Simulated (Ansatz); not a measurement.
# From LDA to G0W0: SiO2 (I-42d), part 2 of 2

Wanted: the gap of SiO2 (I-42d) with a many-body correction, and the time that it takes.

Ansatz 0.2.0; LDA, then G0W0 on it, plane waves, PAW. Known limits of the many-body steps: finite bands, screening cutoff and k mesh; no spin-orbit coupling in G0W0.

So far. Step 2 (Bands along the symmetry lines): Over mesh and path the gap is 5.822 eV, direct, at k = Γ.

In doubt: masses and optical values from hybrid runs of this build are listed as unsure (in some of the runs), which bears on the screening that GW takes from such a start.

## Step 3: G0W0 on the 6×6×6 mesh

G0W0 replaces the xc potential by a self-energy built once from the orbitals of the start. Levels are corrected in the window of bands that the input names, at points of the mesh.

This step: G0W0 on LDA, plane waves, PAW; PAW set soft_1.

input.yaml reads:

```yaml
crystal:
  lattice:
    - [-2.37405, 2.37405, 3.744]
    - [2.37405, -2.37405, 3.744]
    - [2.37405, 2.37405, -3.744]
  atoms:
    - { symbol: Si, position: [0.0, 0.0, 0.0] }
    - { symbol: Si, position: [0.75, 0.25, 0.5] }
    - { symbol: O, position: [0.99838, 0.625, 0.87338] }
    - { symbol: O, position: [0.375, 0.24838, 0.37338] }
    - { symbol: O, position: [0.75162, 0.125, 0.12662] }
    - { symbol: O, position: [0.875, 0.00162, 0.62662] }
kpoints:
  mp_grid: { grid: [6, 6, 6] }
hamiltonian:
  xc: lda
  pseudopotentials: { kind: paw, azcp: { folder: soft_1 }, xc_functional: pbe }
scf:
  occupations: { method: fixed }
gw:
  n_empty_bands: 668
  ecut_chi: 230.0
  qp_bands: [v2, c2]
  qp_kpoints: band_edges
  screening: { model: contour_deformation }
```

Command:

```bash
ansatz run input.yaml --threads 3 --pin off --max-ram 92160MiB --backend cuda --events-out ev --progress --plain --runs-dir out --devices 1 --max-vram 13GiB
```

Numbers of over 12 decimals in the logs are rounded to 6 here.

Log:

```text
GPUs: using 1 of 1 available (devices: 1).
[...]
GPU FFT provider: cuFFT
GPU libraries: cuBLAS 13.8.2, cuFFT 12.4.0, cuSOLVER 12.3.4
Crystal: 6 atoms, lattice volume = 84.406 Å³
Basis set: ecut = 420 eV, 1637 PW (Γ)
Bands: 22, of which v1, the nominal top of the filled ones, is band 16 counted from 1 (15 counted from 0)
Symmetry: 8 space group operations
[...]
k-points: 30 of 216 (time reversal used)
[...]
GPU buffer pool allocated for 46656 grid points (all kernels)
[...]
SCF iter   1: F=—  HF=-3448.428092 eV  |F-HF|=—  |Δ(HF+E_count)|=         —  Δρ=1.17e-1  dr2=1.03e1  ethr=3.10e-3  ⟨swp⟩=5.0  Hψ=3327  notcnv=0  defer=99
[...]
SCF iter   7: F=-3445.348801 eV  HF=-3445.348801 eV  |F-HF|=3.97e-10  |Δ(HF+E_count)|=   8.09e-8  Δρ=1.78e-6  dr2=1.21e-9  ethr=3.13e-10  ⟨swp⟩=12.0  Hψ=3426  notcnv=0
SCF 1 converged in 7 iterations: F = -3445.348801 eV  dr2 = 1.21e-9
[...]
NSCF: frozen V_eff on 30 k-points, pencils in batches of 32, up to order 88
the band table was solved once the SCF had ended and its energy, with any forces and stress, was formed, with the checks that follow a solve (3483 applications of the Hamiltonian). They found nothing against the state; the energy, forces and stress were not computed again (output.eigenvalues in the input reference)
[...]
NSCF: frozen V_eff on 30 k-points
G₀W₀ screening: q 1/30
[... further progress lines ...]
[...]
SCF converged after 7 iterations
Free energy (F): -3445.348801 eV
[...]
Internal energy: -3445.348801 eV  (E = F + TS)
E sigma→0 (E₀):  -3445.348801 eV
Fermi energy:    0.804123 eV
[...]
--- Band table (eV; the first three rows and the last of 30) ---
  k-point 0: bands = [... 12 lower, -0.5178, -0.2292, 0.8041, 0.8041, 6.6258, 9.2615, 11.8999, 11.8999, ... 2 higher]
  k-point 1: bands = [... 12 lower, -0.5315, -0.0641, 0.7542, 0.7589, 7.2631, 9.6885, 11.0781, 11.6682, ... 2 higher]
  k-point 2: bands = [... 12 lower, -0.3270, 0.1475, 0.6402, 0.6551, 8.6935, 10.5691, 10.5779, 10.9647, ... 2 higher]
  k-point 29: bands = [... 12 lower, -0.6973, -0.6973, 0.7012, 0.7012, 9.5984, 9.5984, 10.2797, 10.2797, ... 2 higher]
--- G₀W₀: contour deformation, 6 samples at zero and on the imaginary axis and 3 off it, 216 q-points, 668 empty bands' worth ---
  eigenvalues of the whole cell's RPA ε∞ on this k-mesh (on a slab, of 1 + 4πα/V) = 2.2391, 2.2391, 2.2962; static W/v taken at q = 0 is 0.442909
  bands read: the sum over 684 bands ends inside a degenerate multiplet in 1 slot, whose members it reads at an even weight; the widest, k=15: bands 684 to 685 (counted from 1) at 1/2 each
  gw.qp_kpoints: band_edges: 30 of 30 stored k-points solved, in 1 pass; an edge of the gap read off the rows below is read off those points alone
    ik  band        ε_KS         Σx   Σc(E_QP)       V_xc       Z   E_QP_lin       E_QP  E_QP is
     0    15      0.8041   -26.3173     3.8942   -20.5052  0.7989    -1.1467    -1.1137  root
     0    16      0.8041   -26.3173     3.8942   -20.5052  0.7989    -1.1467    -1.1137  root
     0    17      6.6258    -7.1692    -3.3868   -11.9672  0.8668     8.0472     8.0370  root
     0    18      9.2615    -5.6007    -3.9118   -11.2359  0.8626    11.0031    10.9849  root
     1    15      0.7542   -26.3298     3.8950   -20.5180  0.7988    -1.1955    -1.1625  root
     1    16      0.7589   -26.3117     3.9042   -20.4861  0.7986    -1.1957    -1.1624  root
     1    17      7.2631    -7.6636    -3.4203   -12.5578  0.8623     8.7486     8.7370  root
     1    18      9.6885    -5.8470    -3.9952   -11.6163  0.8595    11.4826    11.4626  root
     2    15      0.6402   -26.3494     3.9206   -20.5002  0.7983    -1.3222    -1.2884  root
     2    16      0.6551   -26.4632     3.8962   -20.6544  0.7984    -1.2903    -1.2574  root
     2    17      8.6935    -8.2181    -3.5966   -13.4473  0.8540    10.3421    10.3261  root
     2    18     10.5691    -7.8559    -4.2868   -14.1201  0.8518    12.5732    12.5464  root
     3    15      0.5736   -26.5526     3.8987   -20.7383  0.7984    -1.3749    -1.3420  root
     3    16      0.5736   -26.5526     3.8987   -20.7383  0.7984    -1.3749    -1.3420  root
     3    17     10.0505    -7.6438    -3.8168   -13.2097  0.8508    11.8202    11.7997  root
     3    18     10.0505    -7.6438    -3.8168   -13.2097  0.8508    11.8202    11.7997  root
     4    15      0.7596   -26.2535     3.8951   -20.4367  0.7989    -1.1953    -1.1620  root
     4    16      0.7682   -26.3451     3.8997   -20.5275  0.7987    -1.1827    -1.1496  root
     4    17      7.0811    -7.4954    -3.4076   -12.3557  0.8638     8.5450     8.5338  root
     4    18      9.5374    -5.8064    -3.9448   -11.5006  0.8604    11.3061    11.2869  root
     5    15      0.6422   -26.3766     3.9062   -20.5506  0.7982    -1.3108    -1.2774  root
     5    16      0.6997   -26.2313     3.9036   -20.4012  0.7988    -1.2603    -1.2267  root
     5    17      8.1155    -8.0037    -3.5335   -13.1079  0.8574     9.7003     9.6861  root
     5    18     10.2247    -6.0873    -4.0390   -11.9332  0.8563    12.0533    12.0316  root
     6    15      0.4946   -26.3946     3.9107   -20.5559  0.7980    -1.4673    -1.4334  root
     6    16      0.6238   -26.4462     3.9109   -20.6140  0.7983    -1.3307    -1.2973  root
     6    17      9.4921    -8.1845    -3.7878   -13.7146  0.8506    11.2541    11.2344  root
     6    18     10.3592    -7.7715    -4.1028   -13.7741  0.8500    12.2837    12.2589  root
     7    15      0.6435   -26.3996     3.9062   -20.5756  0.7982    -1.3076    -1.2743  root
     7    16      0.6680   -26.0813     3.8939   -20.2559  0.7989    -1.2974    -1.2634  root
     7    17      8.1260    -7.9109    -3.5698   -13.0572  0.8579     9.7167     9.7024  root
     7    18     10.1911    -6.1757    -3.9768   -11.9364  0.8560    11.9961    11.9750  root
     8    15      0.4778   -26.3709     3.9113   -20.5334  0.7978    -1.4823    -1.4483  root
     8    16      0.6510   -26.1854     3.9019   -20.3542  0.7988    -1.3120    -1.2782  root
     8    17      9.1125    -8.4261    -3.8664   -14.0468  0.8511    10.8865    10.8669  root
     8    18     10.0177    -7.1328    -3.7859   -12.6418  0.8548    11.7603    11.7408  root
     9    15      0.4490   -26.2156     3.9364   -20.3384  0.7975    -1.5268    -1.4919  root
     9    16      0.6455   -26.4480     3.9111   -20.6162  0.7983    -1.3084    -1.2751  root
     9    17      9.6762    -8.9770    -4.0410   -14.8797  0.8465    11.5612    11.5379  root
     9    18     10.1033    -7.4298    -3.9319   -13.1816  0.8519    11.9452    11.9231  root
[...]
27    15      0.3392   -26.0880     3.9282   -20.2161  0.7974    -1.6399    -1.6045  root
    27    16      0.6667   -26.1988     3.8971   -20.3778  0.7989    -1.2907    -1.2571  root
    27    17      9.5291    -7.7647    -3.8663   -13.3972  0.8517    11.3154    11.2952  root
    27    18      9.9213    -7.5606    -3.9272   -13.3079  0.8523    11.7631    11.7413  root
    28    15      0.6137   -26.3240     3.9093   -20.4943  0.7982    -1.3403    -1.3067  root
    28    16      0.6137   -26.3240     3.9093   -20.4943  0.7982    -1.3403    -1.3067  root
    28    17      9.8817    -7.8143    -3.8514   -13.4355  0.8504    11.6724    11.6515  root
    28    18      9.8817    -7.8143    -3.8514   -13.4355  0.8504    11.6724    11.6515  root
    29    15      0.7012   -26.4322     3.8967   -20.6274  0.7985    -1.2397    -1.2069  root
    29    16      0.7012   -26.4322     3.8967   -20.6274  0.7985    -1.2397    -1.2069  root
    29    17      9.5984    -7.4282    -3.6466   -12.7363  0.8536    11.2776    11.2599  root
    29    18      9.5984    -7.4282    -3.6466   -12.7363  0.8536    11.2776    11.2599  root
```

It took 5.3 min on 1 × NVIDIA H100 80GB HBM3 (shared by 6 runs) with 3 threads of AMD EPYC 7R13 (Zen 3), shared host; peak memory 4.3 GiB.

Numbers from this step:

```yaml
bands_summed: 684
rpa_eps_infinity_on_this_mesh_eigenvalues: 2.239, 2.239, 2.296
plane_waves_in_the_screening_matrix: 657
q_points_in_the_mesh: 216
g0w0_gap_over_the_corrected_points: 9.151 eV
k_of_the_valence_top: 0, 0, 0
k_of_the_conduction_bottom: 0, 0, 0
starting_gap_on_the_mesh: 5.822 eV
z_at_the_valence_top: 0.7989
z_at_the_conduction_bottom: 0.8668
least_direct_g0w0_gap_over_the_corrected_points: 9.151 eV
```

Over all 30 irreducible mesh points the G0W0 gap is 9.151 eV, direct, at k = Γ. The LDA gap of this run on the mesh is 5.822 eV. The two states that bound the G0W0 gap lie that far apart at the start, so the correction of the gap is 9.151 − 5.822 = +3.329 eV. The start of this run differs from the step before in mesh (8×8×8 and 6×6×6).

Labels follow the order of the start: v1 is the top filled band, c1 the lowest empty one; levels that stay degenerate share a row, the window can cut a multiplet, doubted levels are not marked in this list, bands outside the window were not corrected, and the list may be a part of the corrected levels. Levels before and after the correction, in eV, zero at the valence-band top of each column:

```csv
,conduction bottom,valence top
Kohn-Sham,5.82,0.00
G0W0,9.15,0.00
```

```csv
,level,occupation,energy (eV)
Kohn-Sham,Γ v2-v1,2,0.000
Kohn-Sham,Γ c1,0,5.822
Kohn-Sham,Γ c2,0,8.457
G0W0,Γ v2-v1,2,0.000
G0W0,Γ c1,0,9.151
G0W0,Γ c2,0,12.099
```

The parts of the quasiparticle energy for the two states that bound the G0W0 gap, in eV on the run's own scale (QP = start + Σx + Σc − Vxc, with Σc at the quasiparticle energy):

```csv
edge,k,band,start,Σx,Σc,Vxc,Z,QP
valence top,Γ,15,0.804,−26.317,3.894,−20.505,0.799,−1.114
conduction bottom,Γ,17,6.626,−7.169,−3.387,−11.967,0.867,8.037
```

## Step 4: Side by side

Each gap is the least one over the points named; times are wall times on shared hosts, not benchmarks. A G0W0 time includes the run's own self-consistent start. Rows marked * are further runs, not shown as steps, whose inputs differ from the G0W0 step on the same start in the columns given; solver thresholds can differ too.

```csv
level,mesh,"files, cutoff","bands summed, screening",points,gap (eV),valence top,conduction bottom,least direct gap (eV),time
LDA,8×8×8,"soft_1 PAW, 420 eV",-,mesh and path,5.822,Γ,Γ,5.822,14 s
G0W0@LDA*,6×6×6,"soft_1 PAW, 420 eV","125, 69 eV",all 30 irreducible mesh points,8.762,Γ,Γ,8.762,29 s
G0W0@LDA*,6×6×6,"soft_1 PAW, 420 eV","326, 138 eV",all 30 irreducible mesh points,9.011,Γ,Γ,9.011,90 s
G0W0@LDA,6×6×6,"soft_1 PAW, 420 eV","684, 230 eV",all 30 irreducible mesh points,9.151,Γ,Γ,9.151,5.3 min
G0W0@LDA*,4×4×4,"soft_1 PAW, 420 eV","326, 138 eV",all 13 irreducible mesh points,9.018,Γ,Γ,9.018,22 s
G0W0@LDA*,6×6×6,"soft_1 PAW, 420 eV","326, 138 eV, plasmon pole",all 30 irreducible mesh points,8.968,Γ,Γ,8.968,2.2 min
```

## Step 5: Outcome

```
LDA gap over mesh and path                       : 5.822 eV, direct, at k = Γ
G0W0@LDA gap over all 30 irreducible mesh points : 9.151 eV, direct, at k = Γ
GW settings                                      : 6×6×6 mesh, 668 empty bands, screening to 230 eV, PAW set soft_1 files
known limits                                     : finite bands, screening cutoff and k mesh; no spin-orbit coupling in G0W0
```

In words: Over all 30 irreducible mesh points the G0W0 gap is 9.151 eV, direct, at k = Γ. The LDA gap of this run on the mesh is 5.822 eV. The two states that bound the G0W0 gap lie that far apart at the start, so the correction of the gap is 9.151 − 5.822 = +3.329 eV. The valence state moves by −1.114 − 0.804 = −1.918 eV and the conduction state by 8.037 − 6.626 = +1.411 eV, on the run's own scale; with 125 bands the edge states move by −1.401 and +1.540 eV, so the split between the edges depends on the bands and cutoff. Both edges that LDA shows over mesh and path lie at k points where levels were corrected. Levels at other points were not corrected, so a lower G0W0 gap elsewhere in the zone is not ruled out. From 125 bands and 69 eV to 684 bands and 230 eV the gap moves by 9.151 − 8.762 = +0.389 eV (rung by rung 8.762, 9.011, 9.151 eV); bands and screening cutoff rise together, so their parts are not told apart. A line in one over the bands through the two highest rungs gives 9.151 + (9.151 − 9.011) × 326 / (684 − 326) = 9.278 eV, and through the pair below 9.011 + (9.011 − 8.762) × 125 / (326 − 125) = 9.166 eV. The two differ by 0.112 eV, not under the 0.030 eV asked, so the law does not hold well over these rungs and the limit is not known. With the 4×4×4 mesh in place of the 6×6×6 mesh and all else as in the G0W0@LDA row with 326 bands, the gap differs by 9.018 − 9.011 = +0.007 eV, and that of the start by 5.822 − 5.822 = +0.000 eV. With the plasmon pole model in place of the contour deformation model and all else as in the G0W0@LDA row with 326 bands, the gap differs by 8.968 − 9.011 = −0.043 eV. G0W0 on other starts in this series, not shown as steps and not all at these settings: 9.402 eV on r2SCAN (6×6×6, soft_1 PAW, 326 bands, 138 eV) and 9.845 eV on HSE06 (6×6×6, soft_1 PAW, 326 bands, 138 eV). The G0W0 runs are scalar-relativistic. G0W0@LDA runs of this series with other atomic data on the same mesh, not shown as steps, give 9.051 eV (hard PAW, 930 eV, 326 bands, screening to 138 eV; the table's row with the same empty bands and screening cutoff has 9.011 eV); where bands and cutoffs differ too, the part of the files is not isolated.

[Paths, hosts, dates, memory and timing lines, banners, echoed tables and standing remarks are left out of the program output.]

[Logs are printed without paths, hosts, clocks, repeated set-up lines and the standing remarks that a program may print on its own settings, such as how far it seeks lower states.]

[Runs of the session that timed out or met a known fault of the program may be left out.]

[Cells called generated may have been cut or substituted from an entry of the Crystallography Open Database or the Materials Project.]

[Hosts, paths, dates, database ids (printed as entryN), source tags and the programs' standing remarks are cut or masked in the printed files.]

[Where an RPA ε∞ is given, it is that of the G0W0 mesh and is not shown converged in it. Names of k-points follow the symmetry that the program found, which can be lower than the space group named. Band edges on a path are those of the sampled points; other points can move an edge, and change direct to indirect where valleys lie close.]

[Hybrid gaps are those of their k-mesh and are not shown converged in it.]
